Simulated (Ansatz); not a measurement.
# Phonons of La3PbC (Pm-3m) against volume, part 2 of 2

Does La3PbC (Pm-3m) expand much on heating, by its phonons?

Ansatz 0.2.0; DFT PBEsol, scalar-relativistic, plane waves, PAW; PAW set soft_1.

So far, highest frequency on the path or at a solved wavevector (cm⁻¹): step 2 (phonons on a q mesh) 392; step 4 (phonons at the other volume, volume ratio 0.97) 404.

### Step 6. Phonons at the other volume, volume ratio 1.03

The phonons are repeated at this volume on the same k and q meshes.

Input file input.yaml:

```yaml
crystal:
  lattice:
    - [5.2190269011, 0.0, 0.0]
    - [0.0, 5.2190269011, 0.0]
    - [0.0, 0.0, 5.2190269011]
  atoms:
    - { symbol: La, position: [0.5, 0.0, 0.5] }
    - { symbol: La, position: [0.0, 0.5, 0.5] }
    - { symbol: La, position: [0.5, 0.5, 0.0] }
    - { symbol: Pb, position: [0.0, 0.0, 0.0] }
    - { symbol: C, position: [0.5, 0.5, 0.5] }
kpoints:
  mp_grid: { grid: [8, 8, 8] }
hamiltonian:
  xc: pbesol
  pseudopotentials: { kind: paw, azcp: { folder: soft_1 }, xc_functional: pbe }
scf:
  occupations: { method: methfessel_paxton, width: 0.2 }
output:
  eigenvalues: true
phonons:
  method: dfpt
  qmesh: [2, 2, 2]
  temperatures: { t_max: 1000, t_step: 50 }
  qpath:
    path:
      - [[0.0, 0.0, 0.0], [0.0, 0.5, 0.0], [0.5, 0.5, 0.0], [0.0, 0.0, 0.0], [0.5, 0.5, 0.5], [0.0, 0.5, 0.0]]
      - [[0.5, 0.5, 0.5], [0.5, 0.5, 0.0]]
    npoints: 10
```

On the command line:

```console
> ansatz run input.yaml --threads 4 --pin off --max-ram 10240MiB --backend cpu --events-out ev --progress --plain --runs-dir out
```

Numbers of over 12 decimals in the logs are rounded to 6 here.

Output:

```text
[...]
Crystal: 5 atoms, lattice volume = 142.157 Å³
Basis set: ecut = 420 eV, 2801 PW (Γ), exchange–correlation on 72×72×72 points (8 copies of the dense FFT grid, shifted against one another)
Bands: 31, of which v1, the nominal top of the filled ones, is band 26 counted from 1 (25 counted from 0)
Symmetry: 48 space group operations
k-points: 35 of 512
[...]
k-point 34: bands = [... 22 lower, 10.6133, 10.6133, 10.6133, 12.2906, 12.2906, 12.2906, 12.6450, 12.6450, ... 6 higher]
[...]
ASR residual: 3.445e-5 → 0.000e0 eV/Å²; symmetrization residual: 2.518e-6 eV/Å²
  ASR residual per site (eV/Å²): 2.88e-5 2.88e-5 2.88e-5 3.44e-5 2.17e-5
[...]
--- Phonons (arbitrary-q DFPT): 4 irreducible q on the 2×2×2 mesh ---
[...]
interpolated dispersion: 62 rows × 15 modes
[...]
[key lines of the parts left out:]
SCF converged after 12 iterations
Free energy (F): -30490.377226 eV
Fermi energy:    11.250718 eV
```

Elapsed: 8.5 min, on 4 threads of Arm Neoverse V1, shared host; peak memory 2.1 GiB.

This step gave:

```yaml
sum_rule_residual_before_enforcement: 3.44e-5 eV/Å²
highest_frequency_on_the_path_or_at_a_solved_wavevector: 379 cm⁻¹
mean_frequency: 121.5 cm⁻¹
debye_temperature_second_moment: 285 K
logarithmic_mean_frequency: 96.1 cm⁻¹
highest_optical_mode_at_the_zone_centre_no_lo_to_term: 233.5 cm⁻¹
lowest_optical_zone_centre_mode: 63.82 cm⁻¹
lowest_mode_on_the_q_mesh_acoustic_modes_at_gamma_apart: 33.52 cm⁻¹
zero_point_energy_per_atom: 22.6 meV
heat_capacity_at_300_k: 23.91 J/(mol atoms K)
vibrational_entropy_at_300_k: 44.79 J/(mol atoms K)
edges_of_the_widest_gap_between_branches_on_path_and_mesh: 93.3, 109.2 cm⁻¹
```

The highest optical mode at the zone centre (no LO-TO term) is 233.5 cm⁻¹, -6.0 cm⁻¹ against the base run.

### Step 7. Grüneisen parameters

The Grüneisen parameter of a mode is minus the logarithmic change of its frequency with volume, −d ln ω / d ln V; weighted by heat capacity it gives the expansion.

This step gave:

```yaml
bulk_modulus: 64.6 GPa
```

The phonon branches at the labelled points (cm⁻¹):

```csv
point,branch 1,branch 2,branch 3,branch 4,branch 12,branch 13,branch 14,branch 15
Γ,0,0,0,68,135,239,239,239
halfway,30,30,52,66,135,213,213,324
X,52,52,54,54,135,186,186,392
halfway,47,56,56,58,148,214,296,385
M,34,58,58,64,158,240,378,378
halfway,41,44,59,60,143,214,310,310
Γ,0,0,0,68,135,239,239,239
halfway,48,48,55,63,153,308,308,308
R,41,41,41,62,186,378,378,378
halfway,46,52,54,58,162,306,306,382
X,52,52,54,54,135,186,186,392
jump to R,41,41,41,62,186,378,378,378
halfway,38,51,51,62,173,315,378,378
M,34,58,58,64,158,240,378,378
```

The same for volume x 0.97:

```csv
point,branch 1,branch 2,branch 3,branch 4,branch 12,branch 13,branch 14,branch 15
Γ,0,0,0,73,136,245,245,245
X,52,52,54,54,141,194,194,404
M,35,59,59,68,164,257,392,392
Γ,0,0,0,73,136,245,245,245
R,41,41,41,63,193,393,393,393
X,52,52,54,54,141,194,194,404
R,41,41,41,63,193,393,393,393
M,35,59,59,68,164,257,392,392
```

The same for volume x 1.03:

```csv
point,branch 1,branch 2,branch 3,branch 4,branch 12,branch 13,branch 14,branch 15
Γ,0,0,0,64,131,234,234,234
X,51,51,53,53,128,181,181,379
M,34,57,57,60,152,224,364,364
Γ,0,0,0,64,131,234,234,234
R,40,40,40,60,178,363,363,363
X,51,51,53,53,128,181,181,379
R,40,40,40,60,178,363,363,363
M,34,57,57,60,152,224,364,364
```

Mode Grueneisen parameter -dln(w)/dln(V), modes matched by rank; at Γ the acoustic branches take the value of a neighbouring point of the path. The mode Grüneisen parameters at the labelled points ():

```csv
point,branch 1,branch 2,branch 3,branch 4,branch 12,branch 13,branch 14,branch 15
Γ,0.28,0.28,1.42,2.15,0.74,0.81,0.81,0.81
halfway,0.28,0.28,1.29,0.95,1.25,0.84,0.84,0.95
X,0.19,0.19,0.43,0.43,1.50,1.21,1.21,1.04
halfway,0.25,0.45,0.66,0.58,1.24,1.81,1.05,1.15
M,0.92,0.66,0.66,1.95,1.29,2.28,1.26,1.26
halfway,0.56,0.73,0.97,-0.08,1.14,1.34,0.99,0.99
Γ,0.39,1.46,1.30,2.15,0.74,0.81,0.81,0.81
halfway,0.56,0.56,-0.34,1.13,1.08,1.14,1.14,1.15
R,0.41,0.41,0.41,0.73,1.28,1.29,1.29,1.29
halfway,0.22,0.48,0.34,0.44,1.17,1.30,1.31,1.21
X,0.19,0.19,0.43,0.43,1.50,1.21,1.21,1.04
jump to R,0.41,0.41,0.41,0.73,1.28,1.29,1.29,1.29
halfway,0.62,0.36,0.36,0.76,1.23,1.52,1.27,1.27
M,0.92,0.66,0.66,1.95,1.29,2.28,1.26,1.26
```

(dS/dlnV)/C_V. Thermodynamic Grueneisen parameter against temperature:

```csv
temperature (K),thermodynamic Grueneisen parameter
50,0.75
100,0.808
150,0.834
200,0.849
250,0.856
300,0.861
350,0.863
400,0.865
450,0.866
500,0.867
550,0.868
600,0.869
650,0.869
700,0.87
750,0.87
800,0.87
850,0.87
900,0.87
950,0.87
1000,0.87
```

Gamma C_V/(B V) at the static volume. Volume expansion against temperature:

```csv
temperature (K),volume expansion (1e-6/K)
50,9.17
100,14.3
150,16.7
200,17.9
250,18.7
300,19.1
350,19.4
400,19.6
450,19.7
500,19.8
550,19.9
600,19.9
650,20.0
700,20.0
750,20.1
800,20.1
850,20.1
900,20.1
950,20.1
1000,20.1
```

### Step 8. Outcome

```json
{"bulk modulus": "64.6 GPa", "thermodynamic Grüneisen parameter at 300 K": "0.861", "volume expansion at 300 K, estimated": "19.12 × 10⁻⁶ K⁻¹"}
```

By this estimate the volume grows by 19.1 × 10⁻⁶ per kelvin at 300 K. The highest optical mode at Γ goes from 245 to 233 cm⁻¹ as the cell grows, a Grüneisen parameter of 0.82. Mode parameters on the path run from -2.2 to 2.3, with a median of 0.9. Modes with negative values stiffen as the cell grows and pull against the expansion. Branches are matched by rank, so values near crossings are rough. The expansion is the Grüneisen estimate at the static volume, with the static bulk modulus. With no gap, or one that is small against the smearing, the frequencies hang on the k mesh and the smearing, most of all near Kohn anomalies. The phonon runs are without spin polarisation, although the cell has an odd electron count. Spin-orbit coupling is left out, which can matter for the heavy elements here. The PAW files were made for PBE and serve the other functionals too.

[Logs are printed without paths, hosts, clocks, repeated set-up lines and the standing remarks that a program may print on its own settings, such as how far it seeks lower states.]

[Hosts, paths, dates, database ids (printed as entryN), source tags and the programs' standing remarks are cut or masked in the printed files.]
